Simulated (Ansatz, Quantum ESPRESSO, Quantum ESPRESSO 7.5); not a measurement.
## Ballistic transmission: vacuum gap of 4.5 Å between two Al(100) faces

Aim: the zero-bias transmission with pwcond for this junction: vacuum gap of 4.5 Å between two Al(100) faces.

Main program and level: Quantum ESPRESSO 7.5; plane-wave DFT, LDA, GBRV ultrasoft pseudopotentials (cross-check by Ansatz 0.2.0 with PAW datasets).

### Step 1. The structure

The cell holds 12 atoms: 12 Al. Its edges and angles: a = 2.857 Å, b = 2.857 Å, c = 26.720 Å, α = 90.0°, β = 90.0°, γ = 90.0°. It derives from Al. Regions: left lead, 6 atoms (6 Al); right lead, 6 atoms (6 Al). The structure is stacked along c, and the current runs across the ab planes.

### Step 2. Ground state

One periodic cell holds a stretch of lead, the junction and more lead; the atoms stay as built.

scf.in

```
&control
  prefix = 'scf'
  outdir = './out'
  pseudo_dir = './pseudo'
  calculation = 'scf'
  tprnfor = .true.
/
&system
  ibrav = 0
  nat = 12
  ntyp = 1
  ecutwfc = 40
  ecutrho = 200
  occupations = 'smearing'
  smearing = 'mv'
  degauss = 0.01
/
&electrons
  conv_thr = 1e-07
  mixing_beta = 0.25
  electron_maxstep = 120
  mixing_mode = 'local-TF'
/
ATOMIC_SPECIES
  Al  26.9815  al_lda_v1.uspp.F.UPF
CELL_PARAMETERS angstrom
  2.85671139599365 0.00000000000000 0.00000000000000
  0.00000000000000 2.85671139599365 0.00000000000000
  0.00000000000000 0.00000000000000 26.72000000000000
ATOMIC_POSITIONS crystal
  Al  0.000000000000 0.000000000000 0.000000000000
  Al  0.500000000000 0.500000000000 0.075598802395
  Al  0.000000000000 0.000000000000 0.151197604790
  Al  0.500000000000 0.500000000000 0.226796407186
  Al  0.000000000000 0.000000000000 0.302395209581
  Al  0.500000000000 0.500000000000 0.377994011976
  Al  0.000000000000 0.000000000000 0.546407185629
  Al  0.500000000000 0.500000000000 0.622005988024
  Al  0.000000000000 0.000000000000 0.697604790419
  Al  0.500000000000 0.500000000000 0.773203592814
  Al  0.000000000000 0.000000000000 0.848802395210
  Al  0.500000000000 0.500000000000 0.924401197605
K_POINTS automatic
  8 8 1 0 0 0
```

Started as:

```
OMP_NUM_THREADS=1 mpirun -n 2 pw.x -nk 2 -in scf.in > scf.out
```

Log:

```text
Program PWSCF v.7.5 starts
[citation notice left out]

     Parallel version (MPI & OpenMP), running on       2 processor cores
     Number of MPI processes:                 2
     Threads/MPI process:                     1

     MPI processes distributed on     1 nodes
[...]
Current dimensions of program PWSCF are:
     Max number of different atomic species (ntypx) = 10
     Max number of k-points (npk) =  40000
     Max angular momentum in pseudopotentials (lmaxx) =  4
     Message from routine setup:
     using ibrav=0 with symmetry is DISCOURAGED, use correct ibrav instead

     K-points division:     npool     =       2
     Subspace diagonalization in iterative solution of the eigenvalue problem:
     a serial algorithm will be used

     G-vector sticks info
     --------------------
     sticks:   dense  smooth     PW     G-vecs:    dense   smooth      PW
     Sum         465     373    121                70179    50311    9099

     Using Slab Decomposition

     bravais-lattice index     =            0
     lattice parameter (alat)  =       5.3984  a.u.
     unit-cell volume          =    1471.5187 (a.u.)^3
     number of atoms/cell      =           12
     number of atomic types    =            1
     number of electrons       =        36.00
     number of Kohn-Sham states=           22
     kinetic-energy cutoff     =      40.0000  Ry
     charge density cutoff     =     200.0000  Ry
     scf convergence threshold =      1.0E-07
     mixing beta               =       0.2500
     number of iterations used =            8  local-TF  mixing
     Exchange-correlation= SLA  PZ   NOGX NOGC
                           (   1   1   0   0   0   0   0)

     celldm(1)=   5.398402  celldm(2)=   0.000000  celldm(3)=   0.000000
     celldm(4)=   0.000000  celldm(5)=   0.000000  celldm(6)=   0.000000

     crystal axes: (cart. coord. in units of alat)
               a(1) = (   1.000000   0.000000   0.000000 )
               a(2) = (   0.000000   1.000000   0.000000 )
               a(3) = (   0.000000   0.000000   9.353412 )

     reciprocal axes: (cart. coord. in units 2 pi/alat)
               b(1) = (  1.000000  0.000000  0.000000 )
               b(2) = (  0.000000  1.000000  0.000000 )
               b(3) = (  0.000000  0.000000  0.106913 )

     PseudoPot. # 1 for Al read from file:
     ./pseudo/al_lda_v1.uspp.F.UPF
     Pseudo is Ultrasoft + core correction, Zval =  3.0
     Generated by new atomic code, or converted to UPF format
     Using radial grid of  893 points,  3 beta functions with:
                l(1) =   0
                l(2) =   1
                l(3) =   2
     Q(r) pseudized with  8 coefficients,  rinner =    0.900   0.900   0.900
                                                       0.900   0.900

     atomic species   valence    mass     pseudopotential
     Al                3.00    26.98150     Al( 1.00)

      8 Sym. Ops. (no inversion) found

   Cartesian axes

     site n.     atom                  positions (alat units)
         1        Al     tau(   1) = (   0.0000000   0.0000000   0.0000000  )
         2        Al     tau(   2) = (   0.5000000   0.5000000   0.7071068  )
         3        Al     tau(   3) = (   0.0000000   0.0000000   1.4142136  )
         4        Al     tau(   4) = (   0.5000000   0.5000000   2.1213203  )
         5        Al     tau(   5) = (   0.0000000   0.0000000   2.8284271  )
         6        Al     tau(   6) = (   0.5000000   0.5000000   3.5355339  )
         7        Al     tau(   7) = (   0.0000000   0.0000000   5.1107718  )
         8        Al     tau(   8) = (   0.5000000   0.5000000   5.8178786  )
         9        Al     tau(   9) = (   0.0000000   0.0000000   6.5249853  )
        10        Al     tau(  10) = (   0.5000000   0.5000000   7.2320921  )
        11        Al     tau(  11) = (   0.0000000   0.0000000   7.9391989  )
        12        Al     tau(  12) = (   0.5000000   0.5000000   8.6463057  )

     number of k points=    15  Marzari-Vanderbilt smearing, width (Ry)=  0.0100
                       cart. coord. in units 2pi/alat
        k(    1) = (   0.0000000   0.0000000   0.0000000), wk =   0.0312500
        k(    2) = (   0.0000000   0.1250000   0.0000000), wk =   0.1250000
        k(    3) = (   0.0000000   0.2500000   0.0000000), wk =   0.1250000
        k(    4) = (   0.0000000   0.3750000   0.0000000), wk =   0.1250000
        k(    5) = (   0.0000000  -0.5000000   0.0000000), wk =   0.0625000
        k(    6) = (   0.1250000   0.1250000   0.0000000), wk =   0.1250000
        k(    7) = (   0.1250000   0.2500000   0.0000000), wk =   0.2500000
        k(    8) = (   0.1250000   0.3750000   0.0000000), wk =   0.2500000
        k(    9) = (   0.1250000  -0.5000000   0.0000000), wk =   0.1250000
        k(   10) = (   0.2500000   0.2500000   0.0000000), wk =   0.1250000
[...]
k(   15) = (  -0.5000000  -0.5000000   0.0000000), wk =   0.0312500

     Dense  grid:    70179 G-vectors     FFT dimensions: (  25,  25, 240)

     Smooth grid:    50311 G-vectors     FFT dimensions: (  24,  24, 216)

     Estimated max dynamical RAM per process >     119.88 MB

     Estimated total dynamical RAM >     222.63 MB

     Initial potential from superposition of free atoms

     starting charge      35.9737, renormalised to      36.0000
     Starting wfcs are   48 randomized atomic wfcs

     total cpu time spent up to now is        3.0 secs

     per-process dynamical memory:    70.8 Mb

     Self-consistent Calculation

     iteration #  1     ecut=    40.00 Ry     beta= 0.25
     Davidson diagonalization with overlap
     ethr =  1.00E-02,  avg # of iterations =  2.6

     total cpu time spent up to now is        7.6 secs

     total energy              =     -79.67881464 Ry
     estimated scf accuracy    <       0.95905457 Ry

     iteration #  2     ecut=    40.00 Ry     beta= 0.25
[...]
total energy              =     -79.61243218 Ry
     estimated scf accuracy    <       0.66285391 Ry

     iteration #  3     ecut=    40.00 Ry     beta= 0.25
[...]
total energy              =     -79.64045526 Ry
     estimated scf accuracy    <       0.00409565 Ry

     iteration #  4     ecut=    40.00 Ry     beta= 0.25
[...]
total energy              =     -79.64410332 Ry
     estimated scf accuracy    <       0.02013071 Ry

     iteration #  5     ecut=    40.00 Ry     beta= 0.25
[...]
negative rho (up, down):  6.694E-05 0.000E+00

[...]
total energy              =     -79.64277837 Ry
     estimated scf accuracy    <       0.00977591 Ry

     iteration #  6     ecut=    40.00 Ry     beta= 0.25
[...]
negative rho (up, down):  3.774E-05 0.000E+00

[...]
total energy              =     -79.64346745 Ry
     estimated scf accuracy    <       0.00330579 Ry

     iteration #  7     ecut=    40.00 Ry     beta= 0.25
[...]
negative rho (up, down):  6.631E-06 0.000E+00

[...]
total energy              =     -79.64348221 Ry
     estimated scf accuracy    <       0.00066163 Ry

     iteration #  8     ecut=    40.00 Ry     beta= 0.25
[...]
negative rho (up, down):  4.197E-06 0.000E+00

[...]
total energy              =     -79.64349334 Ry
     estimated scf accuracy    <       0.00009745 Ry

     iteration #  9     ecut=    40.00 Ry     beta= 0.25
[...]
negative rho (up, down):  4.927E-06 0.000E+00

[...]
total energy              =     -79.64349966 Ry
     estimated scf accuracy    <       0.00000285 Ry

     iteration # 10     ecut=    40.00 Ry     beta= 0.25
[...]
negative rho (up, down):  3.702E-06 0.000E+00

[...]
total energy              =     -79.64350068 Ry
     estimated scf accuracy    <       0.00000706 Ry

     iteration # 11     ecut=    40.00 Ry     beta= 0.25
[...]
negative rho (up, down):  7.137E-06 0.000E+00

[...]
total energy              =     -79.64349917 Ry
     estimated scf accuracy    <       0.00000880 Ry

     iteration # 12     ecut=    40.00 Ry     beta= 0.25
[...]
negative rho (up, down):  7.022E-06 0.000E+00

[...]
total energy              =     -79.64350037 Ry
     estimated scf accuracy    <       0.00001286 Ry

     iteration # 13     ecut=    40.00 Ry     beta= 0.25
[...]
negative rho (up, down):  6.618E-06 0.000E+00

[...]
total energy              =     -79.64350005 Ry
     estimated scf accuracy    <       0.00000600 Ry

     iteration # 14     ecut=    40.00 Ry     beta= 0.25
[...]
negative rho (up, down):  6.655E-06 0.000E+00

[...]
total energy              =     -79.64350017 Ry
     estimated scf accuracy    <       0.00000040 Ry

     iteration # 15     ecut=    40.00 Ry     beta= 0.25
[...]
negative rho (up, down):  6.804E-06 0.000E+00

[...]
total energy              =     -79.64350023 Ry
     estimated scf accuracy    <       0.00000057 Ry

     iteration # 16     ecut=    40.00 Ry     beta= 0.25
[...]
negative rho (up, down):  6.900E-06 0.000E+00

[...]
total energy              =     -79.64350022 Ry
     estimated scf accuracy    <       0.00000030 Ry

     iteration # 17     ecut=    40.00 Ry     beta= 0.25
[...]
negative rho (up, down):  6.985E-06 0.000E+00

[...]
End of self-consistent calculation

          k = 0.0000 0.0000 0.0000 (  6357 PWs)   bands (ev):

    -4.4949  -4.2964  -3.9971  -3.5786  -3.0910  -2.4296  -1.7033  -0.8219
     0.0508   1.1814   2.1495   3.7591   3.9236   6.2268   7.0852   9.2490
     9.7266  12.1483  12.1483  12.3201  12.3201  12.5786

          k = 0.0000 0.1250 0.0000 (  6331 PWs)   bands (ev):

    -4.2123  -4.0140  -3.7151  -3.2973  -2.8106  -2.1502  -1.4251  -0.5452
     0.3263   1.4545   2.4214   4.0289   4.1881   6.4871   7.3428   8.7150
     8.9017   9.1061   9.5178   9.5670   9.9938  10.0233

          k = 0.0000 0.2500 0.0000 (  6317 PWs)   bands (ev):

    -3.3671  -3.1697  -2.8723  -2.4565  -1.9722  -1.3151  -0.5934   0.2819
     1.1493   2.2702   3.2323   4.8114   4.9778   5.3764   5.5442   5.8301
     6.2242   6.6828   7.3055   7.3068   8.0034   8.1752

          k = 0.0000 0.3750 0.0000 (  6283 PWs)   bands (ev):

    -1.9682  -1.7723  -1.4772  -1.0649  -0.5848   0.0665   0.7823   1.6481
     2.4198   2.4918   2.6281   2.8990   3.3105   3.6276   3.7767   4.3927
     4.5960   5.1029   5.9316   6.1549   6.3229   6.8270

          k = 0.0000-0.5000 0.0000 (  6290 PWs)   bands (ev):

    -0.0310  -0.0310   0.1626   0.1626   0.4540   0.4540   0.8605   0.8605
     1.3340   1.3340   1.9857   1.9857   2.6937   2.6937   3.5459   3.5459
     4.4006   4.4006   5.4925   5.4925   6.4534   6.4534

          k = 0.1250 0.1250 0.0000 (  6335 PWs)   bands (ev):

    -3.9301  -3.7321  -3.4337  -3.0166  -2.5306  -1.8714  -1.1474  -0.2689
     0.6012   1.7271   2.6928   4.2980   4.4524   6.7483   7.6042   8.4281
     8.6114   8.8888   9.2717   9.6555   9.8399  10.0056

[...]
the Fermi energy is     6.5962 ev

!    total energy              =     -79.64350017 Ry
     estimated scf accuracy    <       0.00000005 Ry
     smearing contrib. (-TS)   =      -0.00002614 Ry
     internal energy E=F+TS    =     -79.64347404 Ry

     The total energy is F=E-TS. E is the sum of the following terms:
     one-electron contribution =      -5.17057024 Ry
     hartree contribution      =      19.14174813 Ry
     xc contribution           =     -50.52194308 Ry
     ewald contribution        =     -43.09270884 Ry

     convergence has been achieved in  17 iterations

     negative rho (up, down):  6.985E-06 0.000E+00

     Forces acting on atoms (cartesian axes, Ry/au):

     atom    1 type  1   force =     0.00000000    0.00000000    0.00601849
     atom    2 type  1   force =     0.00000000    0.00000000   -0.00025530
     atom    3 type  1   force =     0.00000000    0.00000000   -0.00472937
     atom    4 type  1   force =     0.00000000    0.00000000    0.00555537
     atom    5 type  1   force =     0.00000000    0.00000000   -0.00597844
     atom    6 type  1   force =     0.00000000    0.00000000    0.00052212
     atom    7 type  1   force =     0.00000000    0.00000000   -0.00052785
     atom    8 type  1   force =     0.00000000    0.00000000    0.00598455
     atom    9 type  1   force =     0.00000000    0.00000000   -0.00555281
     atom   10 type  1   force =     0.00000000    0.00000000    0.00472558
     atom   11 type  1   force =     0.00000000    0.00000000    0.00025994
     atom   12 type  1   force =     0.00000000    0.00000000   -0.00602229

     Total force =     0.015847     Total SCF correction =     0.000414

[...]
=------------------------------------------------------------------------------=
   JOB DONE.
=------------------------------------------------------------------------------=
```

The job ended after 69 s (2 MPI ranks of Arm Neoverse N1, shared host; peak memory 0.28 GiB; 2.3 min of CPU time).

This step gave:

* free energy: -1083.6050 eV
* Fermi energy: 6.596 eV

The program's own clock; routines nest. Time by routine:

```tsv
routine	wall time (s)	calls
PWSCF	68.79	1
electrons	65.13	1
c_bands	51.78	17
cegterg	44.15	136
h_psi	37.83	421
fftw	34.18	17202
vloc_psi	30.93	421
sum_band	9.77	17
calbec	5.09	589
add_vuspsi	3.42	421
s_psi	3.39	421
h_psi:calbec	3.38	421
init_run	2.92	1
wfcinit	2.54	1
```

The run needed 17 iterations to bring the estimated error under 1e-07 Ry; the largest force on any atom, held or free, is 0.15 eV/Å.

[end of part 1 of 4]

[Logs are printed without paths, hosts, clocks, repeated set-up lines and the standing remarks that a program may print on its own settings, such as how far it seeks lower states.]

[Hosts, paths, dates, database ids (printed as entryN), source tags and the programs' standing remarks are cut or masked in the printed files.]

[Maps of the electrostatic potential energy from Ansatz leave out the sawtooth potential of an applied field or a dipole correction, so their vacuum need not be flat; planar profiles and work functions include it.]
